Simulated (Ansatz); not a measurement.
# Resistivity from frozen vibrations: Al(111) with 4 thermally displaced layers, 2x2, part 2 of 2

Aim: the resistivity of Al at 800 K from frozen thermal displacements between perfect leads.

Ansatz 0.2.0; Ansatz plane-wave DFT, PBE, PAW files; ballistic transport by layer matching (Landauer), zero bias; PAW set soft_1.

So far, open channels per spin nearest the Fermi level: step 2 (with 4 displaced layers) 5.41.

### 3. With 8 displaced layers

Each atom of 8 layers is moved at random, by amounts drawn from a normal law 0.1541 Å wide in each direction from the Debye model (428 K) at 800 K. A fresh draw is used; the growth of the resistance with length is what counts.

System of this step: Al(111) with 8 thermally displaced layers, 2x2. The cell holds 56 atoms: 56 Al. Its edges and angles: a = 5.725 Å, b = 5.725 Å, c = 32.761 Å, α = 87.5°, β = 92.5°, γ = 120.0°. It derives from Al. Regions: lead, 24 atoms (24 Al); scattering region, 32 atoms (32 Al). The structure is stacked along c, and the current runs across the ab planes.

input.yaml reads:

```yaml
crystal:
  lattice:
    - [5.7246940741, 0.0, 0.0]
    - [-2.862347037, 4.957730497, 0.0]
    - [-1.4311735185, 0.8262884162, 32.7193519684]
  atoms:
    - { symbol: Al, position: [0.005952381, 0.994047619, 0.0357142857] }
    - { symbol: Al, position: [0.005952381, 0.494047619, 0.0357142857] }
    - { symbol: Al, position: [0.505952381, 0.994047619, 0.0357142857] }
    - { symbol: Al, position: [0.505952381, 0.494047619, 0.0357142857] }
    - { symbol: Al, position: [0.1845238095, 0.3154761905, 0.1071428571] }
    - { symbol: Al, position: [0.1845238095, 0.8154761905, 0.1071428571] }
    - { symbol: Al, position: [0.6845238095, 0.3154761905, 0.1071428571] }
    - { symbol: Al, position: [0.6845238095, 0.8154761905, 0.1071428571] }
    - { symbol: Al, position: [0.3630952381, 0.1369047619, 0.1785714286] }
    - { symbol: Al, position: [0.3630952381, 0.6369047619, 0.1785714286] }
    - { symbol: Al, position: [0.8630952381, 0.1369047619, 0.1785714286] }
    - { symbol: Al, position: [0.8630952381, 0.6369047619, 0.1785714286] }
    - { symbol: Al, position: [0.1108750209, 0.9989252038, 0.2516829791] }
    - { symbol: Al, position: [0.0095903511, 0.4576796562, 0.2530914778] }
    - { symbol: Al, position: [0.5134673618, 0.9702760227, 0.2520243181] }
    - { symbol: Al, position: [0.5414808499, 0.4220512489, 0.2468839041] }
    - { symbol: Al, position: [0.1916782013, 0.242040228, 0.3296196187] }
    - { symbol: Al, position: [0.2117995834, 0.7901889616, 0.3202108992] }
    - { symbol: Al, position: [0.7838728351, 0.3203005636, 0.3244111615] }
    - { symbol: Al, position: [0.6622749182, 0.7808423199, 0.3246481928] }
    - { symbol: Al, position: [0.4176595358, 0.0805563836, 0.4014373756] }
    - { symbol: Al, position: [0.3537236436, 0.5798968265, 0.3972604889] }
    - { symbol: Al, position: [0.931394185, 0.163275264, 0.3937449192] }
    - { symbol: Al, position: [0.8750432779, 0.5903125121, 0.3877187075] }
    - { symbol: Al, position: [0.0532441939, 0.941755591, 0.4670225457] }
    - { symbol: Al, position: [0.1018239419, 0.39784078, 0.4722400747] }
    - { symbol: Al, position: [0.5937717966, 0.9718900701, 0.4622476352] }
    - { symbol: Al, position: [0.5622762643, 0.4295726213, 0.4691430427] }
    - { symbol: Al, position: [0.2501344506, 0.226902535, 0.5293982014] }
    - { symbol: Al, position: [0.2268182254, 0.7588938033, 0.5403750515] }
    - { symbol: Al, position: [0.735520356, 0.2099720006, 0.5398256239] }
    - { symbol: Al, position: [0.7108967264, 0.7213986192, 0.5386387887] }
    - { symbol: Al, position: [0.3795079377, 0.0779407581, 0.6044037887] }
    - { symbol: Al, position: [0.4364473752, 0.5629648148, 0.6080946561] }
    - { symbol: Al, position: [0.9425382287, 0.0407913851, 0.6138345588] }
    - { symbol: Al, position: [0.9680924254, 0.5907844581, 0.6126284454] }
    - { symbol: Al, position: [0.1474694429, 0.9130787172, 0.6789274147] }
    - { symbol: Al, position: [0.0719905739, 0.3833116364, 0.6749476231] }
    - { symbol: Al, position: [0.578371629, 0.8953835031, 0.6758940102] }
    - { symbol: Al, position: [0.5693805225, 0.3542784554, 0.6798354608] }
    - { symbol: Al, position: [0.3218599918, 0.2494451687, 0.7499344729] }
    - { symbol: Al, position: [0.342401532, 0.7510118676, 0.7554163707] }
    - { symbol: Al, position: [0.7473634379, 0.2462532779, 0.7515993417] }
    - { symbol: Al, position: [0.8091417693, 0.7195703689, 0.7518024836] }
    - { symbol: Al, position: [0.4702380952, 0.0297619048, 0.8214285714] }
    - { symbol: Al, position: [0.4702380952, 0.5297619048, 0.8214285714] }
    - { symbol: Al, position: [0.9702380952, 0.0297619048, 0.8214285714] }
    - { symbol: Al, position: [0.9702380952, 0.5297619048, 0.8214285714] }
    - { symbol: Al, position: [0.1488095238, 0.8511904762, 0.8928571429] }
    - { symbol: Al, position: [0.1488095238, 0.3511904762, 0.8928571429] }
    - { symbol: Al, position: [0.6488095238, 0.8511904762, 0.8928571429] }
    - { symbol: Al, position: [0.6488095238, 0.3511904762, 0.8928571429] }
    - { symbol: Al, position: [0.3273809524, 0.1726190476, 0.9642857143] }
    - { symbol: Al, position: [0.3273809524, 0.6726190476, 0.9642857143] }
    - { symbol: Al, position: [0.8273809524, 0.1726190476, 0.9642857143] }
    - { symbol: Al, position: [0.8273809524, 0.6726190476, 0.9642857143] }
kpoints:
  mp_grid: { grid: [5, 5, 1] }
hamiltonian:
  xc: pbe
  pseudopotentials: { kind: paw, azcp: { folder: soft_1 } }
scf:
  occupations: { method: fermi_dirac, width: 0.1 }
output:
  transmission:
    leads: [[0, 4]]
    kmesh: [10, 10]
    e_range: [-0.05, 0.05]
    de: 0.05
  write_potential: true
  write_density: true
  volumetric_format: npy
```

Started as:

```sh
> ansatz run input.yaml --threads 4 --pin off --max-ram 15360MiB --backend cpu --events-out ev --progress --plain --runs-dir out
```

Numbers of over 12 decimals in the logs are rounded to 6 here.

Output:

```text
[...]
Crystal: 56 atoms, lattice volume = 928.624 Å³
Basis set: ecut = 420 eV, 18271 PW (Γ)
Bands: 140, of which v1, the nominal top of the filled ones, is band 84 counted from 1 (83 counted from 0)
Symmetry: 1 space group operations
[...]
k-points: 13 of 25 (time reversal used)
[...]
SCF iter   1: F=—  HF=-30097.747666 eV  |F-HF|=—  |Δ(HF+E_count)|=         —  Δρ=2.62e-2  dr2=1.61e1  ethr=3.10e-3  ⟨swp⟩=6.8  Hψ=8684  notcnv=0  defer=47
[...]
SCF iter   7: F=-30094.244851 eV  HF=-30094.244851 eV  |F-HF|=5.61e-8  |Δ(HF+E_count)|=   9.16e-7  Δρ=1.93e-6  dr2=7.94e-8  ethr=5.95e-11  ⟨swp⟩=13.8  Hψ=8544  notcnv=0
SCF 1 converged in 7 iterations: F = -30094.244851 eV  dr2 = 7.94e-8
[...]
transmission: 222 of 2132 steps passed
transmission: 432 of 2132 steps passed
[...]
transmission: 2132 of 2132 steps passed
SCF converged after 7 iterations
Free energy (F): -30094.244851 eV
[...]
Internal energy: -30093.384027 eV  (E = F + TS)
E sigma→0 (E₀):  -30093.814439 eV
Entropy (-TS):   -0.860824 eV (-15.372 meV/atom)
Fermi energy:    7.907132 eV
[...]
--- Band table (eV; the first three rows and the last of 13) ---
  k-point 0: bands = [... 80 lower, 6.5182, 6.5607, 6.6745, 6.9229, 6.9813, 7.0839, 7.1148, 7.2759, ... 52 higher]
  k-point 1: bands = [... 80 lower, 6.9268, 7.0075, 7.0703, 7.2332, 7.3122, 7.4992, 7.5755, 7.6162, ... 52 higher]
  k-point 2: bands = [... 80 lower, 7.9524, 7.9974, 8.0460, 8.0932, 8.1207, 8.1311, 8.1743, 8.2306, ... 52 higher]
  k-point 12: bands = [... 80 lower, 7.7199, 7.7962, 7.8549, 7.9374, 7.9651, 8.0091, 8.0527, 8.1219, ... 52 higher]
--- Transmission ---
  basis      : 253 plane waves across, 41 finite elements along
  points     : 52, standing for a mesh of 10 x 10
[...]
channels       : 5.530000e0 a spin
[...]
junction   : crystal 0 to crystal 0, 0.70 to 31.08 Å
    transmission   : 4.214665e0 a spin
[...]
```

Wall time 11 min (4 threads of Arm Neoverse V1, shared host); peak memory 3.1 GiB.

This step gave:

```yaml
free_energy: -30094.2449 eV
energy_at_zero_smearing: -30093.8144 eV
transmission_per_spin_nearest_the_fermi_level: 4.215
open_channels_per_spin_nearest_the_fermi_level: 5.53
step_of_the_lead_s_potential: 10.4 meV
```

Per spin. Transmission, zone mean against energy, zero at the Fermi level:

```tsv
energy (eV)	transmission, zone mean
-0.0500	4.01
0.0000	4.21
0.0500	4.26
```

Over the solved energies the transmission per spin lies between 4.01 and 4.26, out of 5.45 channels of the lead on average (up to 5.59).

### 4. With 12 displaced layers

Each atom of 12 layers is moved at random, by amounts drawn from a normal law 0.1541 Å wide in each direction from the Debye model (428 K) at 800 K. A fresh draw is used; the growth of the resistance with length is what counts.

System of this step: Al(111) with 12 thermally displaced layers, 2x2. The cell holds 72 atoms: 72 Al. Its edges and angles: a = 5.725 Å, b = 5.725 Å, c = 42.068 Å, α = 90.0°, β = 90.0°, γ = 120.0°. It derives from Al. Regions: lead, 24 atoms (24 Al); scattering region, 48 atoms (48 Al). The structure is stacked along c, and the current runs across the ab planes.

input.yaml reads:

```yaml
crystal:
  lattice:
    - [5.7246940741, 0.0, 0.0]
    - [-2.862347037, 4.957730497, 0.0]
    - [0.0, 0.0, 42.0677382451]
  atoms:
    - { symbol: Al, position: [0.0, 0.0, 0.0277777778] }
    - { symbol: Al, position: [0.0, 0.5, 0.0277777778] }
    - { symbol: Al, position: [0.5, 0.0, 0.0277777778] }
    - { symbol: Al, position: [0.5, 0.5, 0.0277777778] }
    - { symbol: Al, position: [0.1666666667, 0.3333333333, 0.0833333333] }
    - { symbol: Al, position: [0.1666666667, 0.8333333333, 0.0833333333] }
    - { symbol: Al, position: [0.6666666667, 0.3333333333, 0.0833333333] }
    - { symbol: Al, position: [0.6666666667, 0.8333333333, 0.0833333333] }
    - { symbol: Al, position: [0.3333333333, 0.1666666667, 0.1388888889] }
    - { symbol: Al, position: [0.3333333333, 0.6666666667, 0.1388888889] }
    - { symbol: Al, position: [0.8333333333, 0.1666666667, 0.1388888889] }
    - { symbol: Al, position: [0.8333333333, 0.6666666667, 0.1388888889] }
    - { symbol: Al, position: [0.0030197844, 0.9888452631, 0.18747929] }
    - { symbol: Al, position: [0.9845788499, 0.4750206608, 0.1984007788] }
    - { symbol: Al, position: [0.4935249153, 0.0025943469, 0.1913325772] }
    - { symbol: Al, position: [0.4860771868, 0.4996415617, 0.1890039336] }
    - { symbol: Al, position: [0.1731113985, 0.330036693, 0.2456570424] }
    - { symbol: Al, position: [0.1100899588, 0.8492785809, 0.2489100335] }
    - { symbol: Al, position: [0.6487315447, 0.3259938374, 0.2566532397] }
    - { symbol: Al, position: [0.6666722835, 0.8360253903, 0.244553271] }
    - { symbol: Al, position: [0.3919294727, 0.1951814551, 0.3094634374] }
    - { symbol: Al, position: [0.3488609094, 0.69515556, 0.3069142293] }
    - { symbol: Al, position: [0.8474725286, 0.161936632, 0.3001571192] }
    - { symbol: Al, position: [0.8309568373, 0.6065296779, 0.3046767351] }
    - { symbol: Al, position: [0.9782895739, 0.9675887458, 0.3633568085] }
    - { symbol: Al, position: [0.9878192934, 0.4864224839, 0.3630151449] }
    - { symbol: Al, position: [0.5087568875, 0.0431683802, 0.3623983921] }
    - { symbol: Al, position: [0.4570200552, 0.4395738087, 0.3563211795] }
    - { symbol: Al, position: [0.1951327556, 0.3317605998, 0.4156296593] }
    - { symbol: Al, position: [0.1909635432, 0.7934696267, 0.4145215671] }
    - { symbol: Al, position: [0.6630582387, 0.3515562243, 0.4142363241] }
    - { symbol: Al, position: [0.6252129206, 0.7834465814, 0.4193380681] }
    - { symbol: Al, position: [0.3476281717, 0.1518612606, 0.4728204904] }
    - { symbol: Al, position: [0.2912094944, 0.6520030934, 0.4772692684] }
    - { symbol: Al, position: [0.8728886959, 0.2384709051, 0.4693389569] }
    - { symbol: Al, position: [0.8459138228, 0.6605905028, 0.4742946536] }
    - { symbol: Al, position: [0.9910851107, 0.9825584142, 0.524599942] }
    - { symbol: Al, position: [0.0813216108, 0.4975961778, 0.5203913177] }
    - { symbol: Al, position: [0.4930791374, 0.0210729292, 0.5259463877] }
    - { symbol: Al, position: [0.5521937827, 0.5311537319, 0.5272198043] }
    - { symbol: Al, position: [0.1383425951, 0.3021049264, 0.5807695531] }
    - { symbol: Al, position: [0.1457323055, 0.8707650011, 0.5891596222] }
    - { symbol: Al, position: [0.6144943641, 0.2966075771, 0.5768557726] }
    - { symbol: Al, position: [0.5924529464, 0.7367908846, 0.5791494873] }
    - { symbol: Al, position: [0.3628686828, 0.1559234426, 0.6420189902] }
    - { symbol: Al, position: [0.3475326102, 0.7213867898, 0.6396185682] }
    - { symbol: Al, position: [0.8627152418, 0.2459939519, 0.6377004399] }
    - { symbol: Al, position: [0.8036012518, 0.6729418671, 0.6387466471] }
    - { symbol: Al, position: [0.0143787024, 0.9713563591, 0.6973918959] }
    - { symbol: Al, position: [0.0125764511, 0.4792488161, 0.6950423613] }
    - { symbol: Al, position: [0.5140929152, 0.0729058277, 0.6918653796] }
    - { symbol: Al, position: [0.4712426383, 0.4668746118, 0.6931766997] }
    - { symbol: Al, position: [0.1784396455, 0.357195602, 0.7477639594] }
    - { symbol: Al, position: [0.1396548163, 0.7893099834, 0.7469694587] }
    - { symbol: Al, position: [0.7570207549, 0.365694334, 0.7471378639] }
    - { symbol: Al, position: [0.6155099566, 0.8030130038, 0.7499205525] }
    - { symbol: Al, position: [0.3227009804, 0.143532538, 0.8008431957] }
    - { symbol: Al, position: [0.3786361913, 0.6807046871, 0.8041836184] }
    - { symbol: Al, position: [0.8191654643, 0.150209286, 0.7948016481] }
    - { symbol: Al, position: [0.819810585, 0.6333950077, 0.8018830054] }
    - { symbol: Al, position: [0.0, 0.0, 0.8611111111] }
    - { symbol: Al, position: [0.0, 0.5, 0.8611111111] }
    - { symbol: Al, position: [0.5, 0.0, 0.8611111111] }
    - { symbol: Al, position: [0.5, 0.5, 0.8611111111] }
    - { symbol: Al, position: [0.1666666667, 0.3333333333, 0.9166666667] }
    - { symbol: Al, position: [0.1666666667, 0.8333333333, 0.9166666667] }
    - { symbol: Al, position: [0.6666666667, 0.3333333333, 0.9166666667] }
    - { symbol: Al, position: [0.6666666667, 0.8333333333, 0.9166666667] }
    - { symbol: Al, position: [0.3333333333, 0.1666666667, 0.9722222222] }
    - { symbol: Al, position: [0.3333333333, 0.6666666667, 0.9722222222] }
    - { symbol: Al, position: [0.8333333333, 0.1666666667, 0.9722222222] }
    - { symbol: Al, position: [0.8333333333, 0.6666666667, 0.9722222222] }
kpoints:
  mp_grid: { grid: [5, 5, 1] }
hamiltonian:
  xc: pbe
  pseudopotentials: { kind: paw, azcp: { folder: soft_1 } }
scf:
  occupations: { method: fermi_dirac, width: 0.1 }
output:
  transmission:
    leads: [[0, 4]]
    kmesh: [10, 10]
    e_range: [-0.05, 0.05]
    de: 0.05
  write_potential: true
  write_density: true
  volumetric_format: npy
```

Output:

```text
[...]
Crystal: 72 atoms, lattice volume = 1193.945 Å³
Basis set: ecut = 420 eV, 23469 PW (Γ)
Bands: 180, of which v1, the nominal top of the filled ones, is band 108 counted from 1 (107 counted from 0)
Symmetry: 1 space group operations
[...]
k-points: 13 of 25 (time reversal used)
[...]
SCF iter   1: F=—  HF=-38695.106558 eV  |F-HF|=—  |Δ(HF+E_count)|=         —  Δρ=2.72e-2  dr2=3.57e1  ethr=3.10e-3  ⟨swp⟩=6.6  Hψ=11535  notcnv=0  defer=78
[...]
SCF iter   8: F=-38689.970432 eV  HF=-38689.970432 eV  |F-HF|=1.74e-8  |Δ(HF+E_count)|=   3.44e-8  Δρ=6.30e-7  dr2=2.14e-8  ethr=4.63e-11  ⟨swp⟩=13.4  Hψ=9935  notcnv=0
SCF 1 converged in 8 iterations: F = -38689.970432 eV  dr2 = 2.14e-8
[...]
transmission: 273 of 2704 steps passed
transmission: 549 of 2704 steps passed
[...]
transmission: 2704 of 2704 steps passed
SCF converged after 8 iterations
Free energy (F): -38689.970432 eV
[...]
Internal energy: -38688.835493 eV  (E = F + TS)
E sigma→0 (E₀):  -38689.402963 eV
Entropy (-TS):   -1.134939 eV (-15.763 meV/atom)
Fermi energy:    7.895975 eV
[...]
--- Band table (eV; the first three rows and the last of 13) ---
  k-point 0: bands = [... 104 lower, 6.6441, 6.6965, 6.7286, 6.7900, 6.8136, 6.8346, 6.8740, 6.9312, ... 68 higher]
  k-point 1: bands = [... 104 lower, 6.9840, 7.0325, 7.0872, 7.1143, 7.1336, 7.1813, 7.2504, 7.4118, ... 68 higher]
  k-point 2: bands = [... 104 lower, 7.9089, 7.9402, 7.9770, 8.0228, 8.0377, 8.1004, 8.1070, 8.1785, ... 68 higher]
  k-point 12: bands = [... 104 lower, 7.7174, 7.7790, 7.8240, 7.8505, 7.9032, 7.9620, 7.9938, 8.0222, ... 68 higher]
--- Transmission ---
  basis      : 253 plane waves across, 52 finite elements along
  points     : 52, standing for a mesh of 10 x 10
[...]
channels       : 5.590000e0 a spin
[...]
junction   : crystal 0 to crystal 0, 0.70 to 40.43 Å
    transmission   : 3.679045e0 a spin
[...]
```

Run time: 14 min. Hardware: 4 threads; peak memory 4.8 GiB.

This step gave:

```
free energy                                    : -38689.9704 eV
energy at zero smearing                        : -38689.4030 eV
Fermi energy                                   : 7.896 eV
transmission per spin nearest the Fermi level  : 3.679
open channels per spin nearest the Fermi level : 5.59
step of the lead's potential                   : 9.4 meV
```

Per spin. Transmission, zone mean against energy, zero at the Fermi level:

```tsv
energy (eV)	transmission, zone mean
-0.0500	3.59
0.0000	3.68
0.0500	3.65
```

Over the solved energies the transmission per spin lies between 3.59 and 3.68, out of 5.49 channels of the lead on average (up to 5.59).

### 5. The fit

This step: Ansatz plane-wave DFT, PBE, PAW files; ballistic transport by layer matching (Landauer), zero bias; resistivity from the slope of the area resistance; PAW set soft_1 (Ansatz 0.2.0).

This step gave:

```
resistivity           : 11.96 µΩ cm
intercept             : -0.002641 fΩ m²
scatter about the fit : 0.008978 fΩ m²
```

Resistance, by row:

```tsv
run	length (Å)	T	channels N	RA (fΩ m²)
n4	9.348	4.636	5.43	0.1155
n8	18.7	4.161	5.45	0.2082
n12	28.05	3.64	5.49	0.339
```

Table of area resistance by length of the displaced region:

```tsv
length of the displaced region (Å)	area resistance (fΩ m²)
9.35	0.115
18.70	0.208
28.05	0.339
```

The area resistance goes from 0.12 to 0.34 fΩ m² between 9.3 and 28.0 Å, a slope of 12 µΩ cm.

By hand from the end points: (0.3390 − 0.1155) fΩ m² / (28.05 − 9.35) Å = 12 µΩ cm, since 1 fΩ m² per Å is 1000 µΩ cm.

### 6. Summary of results

```json
{
  "resistivity from the slope": "12.0 µΩ cm",
  "area resistance over 9.35 Å": "0.115 fΩ m²",
  "area resistance over 18.7 Å": "0.208 fΩ m²",
  "area resistance over 28.0 Å": "0.339 fΩ m²"
}
```

**Reading.** The slope gives 12 µΩ cm. The points scatter by 0.0090 fΩ m² about the line, with one random draw a length in a 2x2 cell, so the slope is a rough value. The mean square of the displacements drawn is 0.78, 0.99 and 1.2 of the nominal one at the three lengths; with each resistance scaled back by that, the slope is 7.5 µΩ cm, the value used below. The lead's own channel count moves between the runs (5.43, 5.45 and 5.49), which shifts RA and the slope too. Read with a model of isotropic scattering on a spherical Fermi surface and the lead's 1.5×10¹⁵ S/m², this slope means a mean free path near 75 Å; over these lengths the model's slope is 1.10 times its bulk resistivity, which would be 6.8 µΩ cm. Uncorrelated displacements put too much weight on short waves, which scatter strongly; with the sideways repeat of a small cell, one draw and three short lengths, the method is good to a factor of two or three.

[Logs are printed without paths, hosts, clocks, repeated set-up lines and the standing remarks that a program may print on its own settings, such as how far it seeks lower states.]

[Hosts, paths, dates, database ids (printed as entryN), source tags and the programs' standing remarks are cut or masked in the printed files.]
